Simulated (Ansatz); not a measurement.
# A hypothetical structure for LiV2

Starting from a made-up structure for LiV2, the aim is the relaxed cell, its shortest contacts and, where a second run follows, its electronic structure.

Main program and level: Ansatz 0.2.0; DFT, PBE, plane-wave PAW, files of the set soft_1, scalar-relativistic, ferromagnetic start, cell and ions relaxed at zero pressure; PAW set soft_1, in the first sound run; inputs show where later runs differ.

**1. The structure**

The structure is tetragonal, space group P4/mmm (No. 123). Conventional cell: a = 4.197 Å, b = 4.197 Å, c = 2.917 Å, α = 90.00°, β = 90.00°, γ = 90.00°. Nearest to V lie 4 Li at 2.56 Å. Nearest to Li lie 8 V at 2.56 Å. Farther neighbours are not listed.

**2. Relaxing cell and atoms**

The guess takes its coordinates from another compound and its volume from a rule, so the cell and any free coordinates are relaxed together.

The input, input.yaml:

```yaml
crystal:
  lattice:
    - [4.197, 0.0, 0.0]
    - [0.0, 4.197, 0.0]
    - [0.0, 0.0, 2.917]
  atoms:
    - { symbol: V, position: [0.0, 0.5, 0.5], spin: 2.0 }
    - { symbol: V, position: [0.5, 0.0, 0.5], spin: 2.0 }
    - { symbol: Li, position: [0.0, 0.0, 0.0] }
magnetization:
  spin_polarized: true
kpoints:
  mp_grid: { grid: [6, 6, 9] }
scf:
  occupations: { method: fermi_dirac, width: 0.05 }
hamiltonian:
  xc: pbe
  pseudopotentials: { kind: paw, azcp: { folder: soft_1 } }
relax:
  f_tol: 0.015
  max_steps: 70
  cell: {}
output:
  forces: true
  stress: true
```

Command:

```
> ansatz run input.yaml --threads 4 --pin off --max-ram 8192MiB --backend cpu --events-out ev --progress --plain --runs-dir out
```

Numbers of over 12 decimals in the logs are rounded to 6 here.

What it wrote:

```text
Engine: ansatz 0.2.0, x86_64-unknown-linux-gnu
Pseudopotentials: kind: paw
Pseudopotential: V, paw, valence charge 13, recommended cutoff 420 eV (normal), soft_1/V.paw.azcp
Pseudopotential: Li, paw, valence charge 3, recommended cutoff 420 eV (normal), soft_1/Li.paw.azcp
Functional definition: PBE
  parameter kappa = 0.804
  parameter beta = 0.066725
  exchange = pbe_x(kappa = kappa, mu = beta*pi^2/3)
  correlation = pbe_c(beta = beta)
Crystal: 3 atoms, lattice volume = 51.382 Å³
Basis set: ecut = 420 eV, 989 PW (Γ), exchange–correlation on 60×60×40 points (8 copies of the dense FFT grid, shifted against one another)
Bands: 21, of which v1, the nominal top of the filled ones, is band 15 counted from 1 (14 counted from 0)
Symmetry: 16 space group operations
Space group: P4/mmm (ITA 123), of the structure as read, at distance tolerance 3.7e-5 Å
Magnetic group: BNS 123.339 (UNI 999), of the structure as read, at distance tolerance 3.7e-5 Å
k-points: 50 of 324
Non-local potential: V, projectors of the file, l = 0: 3, l = 1: 2, l = 2: 3, l = 3: 1
Non-local potential: Li, projectors of the file, l = 0: 3, l = 1: 2, l = 2: 1
PAW form: soft (Blöchl's): semilocal exchange-correlation on the pseudo side does not see the compensation charge
PAW one-centre angular grid: V, 590 points (default); XC on 64 Gauss nodes
PAW one-centre angular grid: Li, 110 points (default); XC on 96 Gauss nodes
Initial density: superposition of atomic densities (chi_scale 0.1, normalization cell, long waves kept (reshape's long-wave potential 0.00 eV rms))
Starting moments: Σ|m| = 4 μB on 2 of 3 sites
Initial wavefunctions: pseudopotential atomic-orbital guess
Functional: x = pbe(κ = 0.804, μ = 0.219515), c = pbe(β = 0.066725)
SCF iter   1: F=—  HF=-6026.402547 eV  |F-HF|=—  |Δ(HF+E_count)|=         —  Δρ=5.65e-2 (↑5.65e-2 ↓2.20e-2)  dr2=3.87e0  dr2_m=3.43e-1  M=3.334 μB ∫|m|=3.347 μB  β_m=0.30  ethr=3.10e-3  ⟨swp⟩=3.4  Hψ=7515  notcnv=0
Mixer restart at iter 1: flushing history
preconditioner: auto → Kerker (q_TF=auto, 2.480 Å⁻¹)  [metal: Δε(μ)=0.015 eV  Ē_g=3.192 eV  σ=0.050 eV  W_gap=0.07  n_scr=10 (ndim 8)  ℏωp=17.2 eV  f_vac=0.000  D(μ)=3.93/eV (n_scr^D=46)]
spin=Collinear: Kerker preconditioning applied to the charge; magnetization (m = ρ↑ − ρ↓) channel mixes plain (no charge-response kernel on spin).
SCF iter   2: F=—  HF=-6025.385732 eV  |F-HF|=—  |Δ(HF+E_count)|=    1.02e0  Δρ=2.93e-2 (↑2.93e-2 ↓1.77e-2)  dr2=1.36e0  dr2_m=1.37e-1  M=3.314 μB ∫|m|=3.331 μB  β_m=0.45  ethr=3.10e-3  ⟨swp⟩=2.6  Hψ=4298  notcnv=0  defer=57
SCF iter   3: F=—  HF=-6025.258654 eV  |F-HF|=—  |Δ(HF+E_count)|=   1.27e-1  Δρ=1.34e-2 (↑1.03e-2 ↓1.34e-2)  dr2=3.09e-1  dr2_m=3.48e-2  M=3.157 μB ∫|m|=3.183 μB  β_m=0.73  ethr=3.10e-3  ⟨swp⟩=2.0  Hψ=3229  notcnv=0  defer=57
SCF iter   4: F=—  HF=-6025.398893 eV  |F-HF|=—  |Δ(HF+E_count)|=   1.40e-1  Δρ=6.52e-3 (↑6.43e-3 ↓6.52e-3)  dr2=1.17e-2  dr2_m=1.71e-2  M=2.762 μB ∫|m|=2.787 μB  β_m=0.86  ethr=1.06e-3  ⟨swp⟩=2.0  Hψ=3920  notcnv=0  defer=42
SCF iter   5: F=—  HF=-6025.940506 eV  |F-HF|=—  |Δ(HF+E_count)|=         —  Δρ=5.33e-2 (↑5.33e-2 ↓4.79e-2)  dr2=4.75e-2  dr2_m=1.19e0  M=0.533 μB ∫|m|=0.685 μB  β_m=1.00  ethr=4.03e-5  ⟨swp⟩=2.5  Hψ=3746  notcnv=0  defer=40
Mixer restart at iter 5: flushing history
SCF iter   6: F=—  HF=-6025.664308 eV  |F-HF|=—  |Δ(HF+E_count)|=   2.76e-1  Δρ=1.09e-2 (↑6.75e-3 ↓1.09e-2)  dr2=1.26e-2  dr2_m=3.52e-2  M=0.259 μB ∫|m|=0.340 μB  β_m=0.86  ethr=1.72e-4  ⟨swp⟩=2.3  Hψ=3942  notcnv=0  defer=38
SCF iter   7: F=—  HF=-6025.668251 eV  |F-HF|=—  |Δ(HF+E_count)|=   3.94e-3  Δρ=7.02e-3 (↑7.02e-3 ↓3.76e-3)  dr2=8.92e-3  dr2_m=1.26e-2  M=0.134 μB ∫|m|=0.183 μB  β_m=0.93  ethr=4.34e-5  ⟨swp⟩=2.2  Hψ=4499  notcnv=0  defer=9
SCF iter   8: F=—  HF=-6025.669774 eV  |F-HF|=—  |Δ(HF+E_count)|=   1.52e-3  Δρ=4.45e-3 (↑1.30e-3 ↓4.45e-3)  dr2=7.37e-3  dr2_m=3.08e-3  M=0.069 μB ∫|m|=0.096 μB  β_m=0.97  ethr=3.08e-5  ⟨swp⟩=2.1  Hψ=4211  notcnv=0  defer=9
SCF iter   9: F=—  HF=-6025.669624 eV  |F-HF|=—  |Δ(HF+E_count)|=   1.50e-4  Δρ=4.58e-4 (↑4.58e-4 ↓2.23e-4)  dr2=6.94e-5  dr2_m=4.06e-5  M=-0.001 μB ∫|m|=0.003 μB  β_m=0.98  ethr=2.54e-5  ⟨swp⟩=2.5  Hψ=3872  notcnv=0  defer=6
SCF iter  10: F=—  HF=-6025.669620 eV  |F-HF|=—  |Δ(HF+E_count)|=   4.21e-6  Δρ=2.22e-4 (↑2.22e-4 ↓1.31e-4)  dr2=6.59e-6  dr2_m=1.39e-5  M=0.005 μB ∫|m|=0.006 μB  β_m=0.99  ethr=2.39e-7  ⟨swp⟩=2.4  Hψ=3367  notcnv=0  defer=6
SCF iter  11: F=—  HF=-6025.669625 eV  |F-HF|=—  |Δ(HF+E_count)|=   5.02e-6  Δρ=5.36e-5 (↑5.36e-5 ↓2.07e-5)  dr2=1.21e-6  dr2_m=4.94e-7  M=0.001 μB ∫|m|=0.001 μB  β_m=1.00  ethr=2.27e-8  ⟨swp⟩=2.0  Hψ=3258  notcnv=0  defer=6
SCF iter  12: F=—  HF=-6025.669625 eV  |F-HF|=—  |Δ(HF+E_count)|=   8.88e-8  Δρ=1.24e-5 (↑1.04e-5 ↓1.24e-5)  dr2=5.55e-9  dr2_m=5.94e-8  M=0.000 μB ∫|m|=0.000 μB  β_m=1.00  ethr=4.17e-9  ⟨swp⟩=3.0  Hψ=3814  notcnv=0  defer=6
SCF iter  13: F=—  HF=-6025.669625 eV  |F-HF|=—  |Δ(HF+E_count)|=   1.82e-8  Δρ=2.05e-6 (↑2.05e-6 ↓1.34e-6)  dr2=1.03e-9  dr2_m=1.15e-9  M=0.000 μB ∫|m|=0.000 μB  β_m=1.00  ethr=1.91e-11  ⟨swp⟩=2.1  Hψ=3652  notcnv=0  defer=6
SCF iter  14: F=—  HF=-6025.669625 eV  |F-HF|=—  |Δ(HF+E_count)|=  8.53e-10  Δρ=5.61e-7 (↑5.61e-7 ↓2.44e-7)  dr2=1.67e-10  dr2_m=5.35e-11  M=0.000 μB ∫|m|=0.000 μB  β_m=1.00  ethr=3.56e-12  ⟨swp⟩=2.1  Hψ=3018  notcnv=0  defer=6
SCF iter  15: F=-6025.669625 eV  HF=-6025.669625 eV  |F-HF|=5.46e-12  |Δ(HF+E_count)|=  3.64e-11  Δρ=7.83e-8 (↑7.83e-8 ↓6.24e-8)  dr2=5.35e-12  dr2_m=2.62e-13  M=-0.000 μB ∫|m|=0.000 μB  ethr=1.00e-12  ⟨swp⟩=1.0  Hψ=5172  notcnv=0
WARN: the starting moments were not kept: the SCF closed with an absolute magnetisation of 1.5e-6 μB, where they sum to 4 μB in size (2 sites). That is at most 0.1 of that sum. Measured as dr2_m measures the in/out step, that magnetisation stands 3.7e-13 eV from none, at or under the dr2_threshold of 1.0e-7 eV: it is no larger than a step whose dr2_m would equal this threshold. The system may hold no moment; this SCF [...]
SCF 1 converged in 15 iterations: F = -6025.669625 eV  dr2 = 5.35e-12
  greatest PAW one-centre occupation: 1.000 electrons in one spin orbital (limit 2), on the Li atom at site 2 (counted from 0), in its partial waves of l = 0
relax step   1: F+E_penalty+E_count = -6025.66962485 eV  Δ(F+E_penalty+E_count) = +0.000e0 eV  max|allowed force component| = 3.182e-29 eV/Å  Δτ_max = 0.0000 Å  P = -11.728 GPa  Ω = 51.382 Å³  (15 SCF iters, dr2 threshold 1.00e-7 eV, accepted)
Crystal: 3 atoms, lattice volume = 44.676 Å³
[...]
SCF iter   8: F=-6026.056078 eV  HF=-6026.056078 eV  |F-HF|=5.55e-9  |Δ(HF+E_count)|=   3.69e-8  Δρ=2.93e-6 (↑2.93e-6 ↓2.28e-6)  dr2=1.11e-8  dr2_m=1.37e-10  M=-0.000 μB ∫|m|=0.000 μB  β_m=0.98  ethr=9.35e-10  ⟨swp⟩=2.0  Hψ=6100  notcnv=0
SCF iter   9: F=-6026.056078 eV  HF=-6026.056078 eV  |F-HF|=2.18e-11  |Δ(HF+E_count)|=   1.43e-9  Δρ=6.43e-7 (↑5.26e-7 ↓6.43e-7)  dr2=3.98e-10  dr2_m=9.60e-12  M=-0.000 μB ∫|m|=0.000 μB  ethr=3.84e-11  ⟨swp⟩=1.0  Hψ=5849  notcnv=0
the starting moments were not kept: the SCF closed with an absolute magnetisation of 5.0e-6 μB, where they sum to 4 μB in size (2 sites). That is at most 0.1 of that sum. Measured as dr2_m measures the in/out step, that magnetisation stands 5.6e-12 eV from none, at or under the dr2_threshold of 3.0e-7 eV: it is no larger than a step whose dr2_m would equal this threshold.
SCF 3 converged in 9 iterations: F = -6026.056078 eV  dr2 = 3.98e-10
  greatest PAW one-centre occupation: 1.001 electrons in one spin orbital (limit 2), on the Li atom at site 2 (counted from 0), in its partial waves of l = 0
relax step   3: F+E_penalty+E_count = -6026.05607769 eV  Δ(F+E_penalty+E_count) = -2.928e-2 eV  max|allowed force component| = 3.155e-29 eV/Å  Δτ_max = 0.0000 Å  P = +1.691 GPa  Ω = 41.642 Å³  energy of the carried Pulay correction = +3.024e-3 eV  (9 SCF iters, dr2 threshold 3.00e-7 eV, accepted)
[...]
relax step   4: F+E_penalty+E_count = -6026.05998276 eV  Δ(F+E_penalty+E_count) = -3.905e-3 eV  max|allowed force component| = 7.599e-29 eV/Å  Δτ_max = 0.0000 Å  P = -0.001 GPa  Ω = 42.425 Å³  energy of the carried Pulay correction = +2.757e-3 eV  (9 SCF iters, dr2 threshold 3.00e-7 eV, accepted)
Basis set: ecut = 420 eV, 825 PW (Γ), exchange–correlation on 54×54×40 points (8 copies of the dense FFT grid, shifted against one another)
Initial wavefunctions: pseudopotential atomic-orbital guess (no wavefunctions were taken with the density)
iter 1 solved again at ethr=5.86e-8 eV; its pass at ethr=3.10e-3 eV (dr2=1.70e-5 eV) is discarded
SCF iter   1: F=—  HF=-6026.057421 eV  |F-HF|=—  |Δ(HF+E_count)|=         —  Δρ=1.34e-4 (↑1.34e-4 ↓1.33e-4)  dr2=1.54e-5  dr2_m=6.77e-11  M=0.000 μB ∫|m|=0.000 μB  β_m=0.65  ethr=5.86e-8  ⟨swp⟩=3.1  Hψ=13210  notcnv=0
preconditioner: auto → none  [metal: Δε(μ)=0.033 eV  Ē_g=3.008 eV  σ=0.050 eV  W_gap=0.16  n_scr=4 (ndim 8)  ℏωp=18.9 eV  f_vac=0.000  D(μ)=1.66/eV (n_scr^D=10)]
SCF iter   2: F=—  HF=-6026.057413 eV  |F-HF|=—  |Δ(HF+E_count)|=   8.53e-6  Δρ=5.98e-5 (↑5.95e-5 ↓5.98e-5)  dr2=4.14e-6  dr2_m=2.33e-11  M=0.000 μB ∫|m|=0.000 μB  β_m=0.46  ethr=5.33e-8  ⟨swp⟩=2.0  Hψ=2668  notcnv=0
SCF iter   3: F=—  HF=-6026.057431 eV  |F-HF|=—  |Δ(HF+E_count)|=   1.85e-5  Δρ=2.90e-5 (↑2.90e-5 ↓2.89e-5)  dr2=2.97e-7  dr2_m=1.36e-11  M=0.000 μB ∫|m|=0.000 μB  β_m=0.51  ethr=1.43e-8  ⟨swp⟩=2.0  Hψ=3580  notcnv=0
SCF iter   4: F=—  HF=-6026.057438 eV  |F-HF|=—  |Δ(HF+E_count)|=   6.12e-6  Δρ=1.43e-5 (↑1.42e-5 ↓1.43e-5)  dr2=2.41e-7  dr2_m=5.04e-12  M=0.000 μB ∫|m|=0.000 μB  β_m=0.75  ethr=1.03e-9  ⟨swp⟩=2.7  Hψ=3244  notcnv=0
SCF iter   5: F=—  HF=-6026.057443 eV  |F-HF|=—  |Δ(HF+E_count)|=   5.32e-6  Δρ=8.54e-6 (↑8.48e-6 ↓8.54e-6)  dr2=1.62e-7  dr2_m=8.07e-13  M=0.000 μB ∫|m|=0.000 μB  β_m=0.67  ethr=8.32e-10  ⟨swp⟩=2.0  Hψ=3302  notcnv=0
SCF iter   6: F=—  HF=-6026.057444 eV  |F-HF|=—  |Δ(HF+E_count)|=   1.31e-6  Δρ=3.04e-6 (↑3.03e-6 ↓3.04e-6)  dr2=1.86e-8  dr2_m=7.34e-14  M=0.000 μB ∫|m|=0.000 μB  β_m=0.77  ethr=5.57e-10  ⟨swp⟩=2.2  Hψ=3221  notcnv=0
SCF iter   7: F=—  HF=-6026.057444 eV  |F-HF|=—  |Δ(HF+E_count)|=   1.73e-7  Δρ=3.61e-7 (↑3.60e-7 ↓3.61e-7)  dr2=2.65e-10  dr2_m=3.28e-16  M=-0.000 μB ∫|m|=0.000 μB  β_m=0.81  ethr=6.42e-11  ⟨swp⟩=2.1  Hψ=3355  notcnv=0
SCF iter   8: F=—  HF=-6026.057444 eV  |F-HF|=—  |Δ(HF+E_count)|=  6.58e-10  Δρ=3.79e-8 (↑3.71e-8 ↓3.79e-8)  dr2=1.51e-12  dr2_m=3.35e-16  M=-0.000 μB ∫|m|=0.000 μB  β_m=0.79  ethr=1.00e-12  ⟨swp⟩=2.0  Hψ=3368  notcnv=0
SCF iter   9: F=-6026.057444 eV  HF=-6026.057444 eV  |F-HF|=3.64e-12  |Δ(HF+E_count)|=  1.82e-12  Δρ=2.66e-8 (↑2.60e-8 ↓2.66e-8)  dr2=1.27e-12  dr2_m=6.79e-17  M=-0.000 μB ∫|m|=0.000 μB  ethr=1.00e-12  ⟨swp⟩=3.0  Hψ=6476  notcnv=0
the starting moments were not kept: the SCF closed with an absolute magnetisation of 1.5e-8 μB, where they sum to 4 μB in size (2 sites). That is at most 0.1 of that sum. Measured as dr2_m measures the in/out step, that magnetisation stands 5.5e-17 eV from none, at or under the dr2_threshold of 3.0e-11 eV: it is no larger than a step whose dr2_m would equal this threshold.
SCF 5 converged in 9 iterations: F = -6026.057444 eV  dr2 = 1.27e-12
relax step   5: F+E_penalty+E_count = -6026.05744438 eV  Δ(F+E_penalty+E_count) = +2.538e-3 eV  max|allowed force component| = 7.626e-29 eV/Å  Δτ_max = 0.0000 Å  P = -0.010 GPa  Ω = 42.425 Å³  stress off target by 4.79e-2 GPa  SCF on the basis re-selected at this cell (its energy is not comparable with the rows above)  (9 SCF iters)
basis re-selected at this cell: Δ(F+E_penalty+E_count) = +2.538e-3 eV, ΔP = -0.010 GPa vs the last step (what re-selecting the basis moved, of the pressure what is left beyond the Pulay correction that the steps carried, after the strain that the cell walked since its last selection, with what the two solves' SCF thresholds leave and, on support functions, any second-order correction that the steps lacked; it is no measure of the basis error at this ecutwfc). The dense FFT grid was sized anew with the basis: this SCF ran on 27×27×20 points, the steps before it on 30×30×20, so part of this shift can come from that change (see relax.cell in the input reference). [rest of the remark cut]
SCF converged after 9 iterations
Magnetization: -0.0000 μB (14.5000 up, 14.5000 down)
Absolute magnetization: 0.0000 μB (∫|ρ↑−ρ↓|, with the PAW one-centre terms)
Spin contamination: 0.0000 ħ² per cell (⟨S²⟩ above its minimum at these occupations)
Per-site moments (μB) at R_I (Å): [(-4.441931460434108e-9, 0.989217), (-4.4419315407111595e-9, 0.989217), (8.39971556729603e-10, 0.989217)]
Free energy (F): -6026.057444 eV
Harris-Foulkes:  -6026.057444 eV  (|F-HF|=3.64e-12)
Internal energy: -6026.042137 eV  (E = F + TS)
E sigma→0 (E₀):  -6026.049791 eV
Entropy (-TS):   -0.015307 eV (-5.102 meV/atom)
Fermi energy:    11.013356 eV
--- Per-component energies (eV) ---
  E_band       = -493.170880
  E_kinetic    = 606.137665
  E_local      = -2616.983562  (includes V_loc(G=0)·N_el)
  E_nonlocal   = 146.672531
  E_hartree    = 1055.983551
  E_xc         = -236.555894
  E_vxc        = -299.241921  (∫ρ·V_xc dr)
  E_paw        = -2275.282977  (= ΣΔE_a)
  E_vpaw       = -441.725263  (= ΣTr[D̂ρ^β])
  E_aug_tail   = 0.002508  (compensation charges beyond the density's cutoff)
  E_ewald      = -2706.015960
  E_smearing   = -0.015307  (= −TS)
  E_closure    = 0.000000  (closes the sum)
  Σ components = -6026.057444   (vs F -6026.057444, Δ=0.00e0)
--- Forces (eV/Å), atoms counted from 1 ---
  atom   1  V     -0.00000000     0.00000000     0.00000000
  atom   2  V     -0.00000000    -0.00000000    -0.00000000
  atom   3  Li     0.00000000     0.00000000     0.00000000
  max |Σ_I F_I| component: 1.42e-28 eV/Å
--- Stress (GPa, compression-positive) ---
        0.008316      -0.000000       0.000000
       -0.000000       0.008316      -0.000000
        0.000000      -0.000000      -0.047909
  P = ⅓ Tr σ = -0.0104 GPa (-0.104 kbar)
--- Relaxed structure (4 steps of the walk, 4 accepted, 1 SCFs on fresh bases) ---
  F+E_penalty+E_count = -6026.05744438 eV   max|allowed force component| = 7.626e-29 eV/Å   (the final SCF, on the basis selected at the relaxed cell)
  cell:  # Å, volume = 42.4253 Å³
    - [3.964858, 0, 0.0]
    - [0, 3.964858, 0.0]
    - [0.0, 0.0, 2.698794]
  atoms:
    - { symbol: V, position: [0, 0.500000, 0.5] }
    - { symbol: V, position: [0.500000, 0, 0.5] }
    - { symbol: Li, position: [0, 0, 0.0] }
```

Wall time 14 s (4 threads of Intel Xeon at 2.70GHz, shared host); peak memory 0.44 GiB; 43 s of CPU time.

The steps of the relaxation:

```csv
step,energy less that of the first step (eV),largest force component (eV/Å),pressure (GPa),volume (Å³)
1,0.0000,0.0000,-11.73,51.38
2,-0.3572,0.0000,-4.20,44.68
3,-0.3865,0.0000,1.69,41.64
4,-0.3904,0.0000,0.00,42.43
5*,-0.3878,0.0000,-0.01,42.43
```

Relaxation steps marked * repeat the geometry before them on a plane-wave basis chosen anew for their cell, so energy and pressure can jump there.

The run keeps the 16 symmetry operations that it works with, so distortions that break them were not tested.

```csv
"conventional cell, symmetrised",before,after,change
a (Å),4.197,3.965,-5.5 %
b (Å),4.197,3.965,-5.5 %
c (Å),2.917,2.699,-7.5 %
volume (Å³/atom),17.13,14.14,-17.4 %
```

Final coordinates:

```cif
data_structure
_symmetry_space_group_name_H-M 'P 1'
_symmetry_Int_Tables_number 1
_cell_length_a 3.9649
_cell_length_b 3.9649
_cell_length_c 2.6988
_cell_angle_alpha 90.000
_cell_angle_beta 90.000
_cell_angle_gamma 90.000
_cell_volume 42.43
loop_
_atom_site_label
_atom_site_type_symbol
_atom_site_fract_x
_atom_site_fract_y
_atom_site_fract_z
_atom_site_occupancy
V1 V 0.00000 0.50000 0.50000 1
V2 V 0.50000 0.00000 0.50000 1
Li3 Li 0.00000 0.00000 0.00000 1
```

Numbers from this step:

- free energy: -6026.0574 eV
- energy at zero smearing: -6026.0498 eV
- smearing term TS: 0.01531 eV
- Fermi energy: 11.01 eV
- electrons: 29
- symmetry operations: 16
- pressure: -0.01043 GPa

The shortest distance of each pair, which need not be the same contact before and after:

```csv
pair,guess (Å),relaxed (Å)
Li–V,2.556,2.398
V–V,2.917,2.699
Li–Li,2.917,2.699
```

The relaxation ends with a pressure of -0.01 GPa. The starting moments have collapsed: the run ends non-magnetic.

(Part 1 of 2 ends here.)

[Logs are printed without paths, hosts, clocks, repeated set-up lines and the standing remarks that a program may print on its own settings, such as how far it seeks lower states.]

[Hosts, paths, dates, database ids (printed as entryN), source tags and the programs' standing remarks are cut or masked in the printed files.]
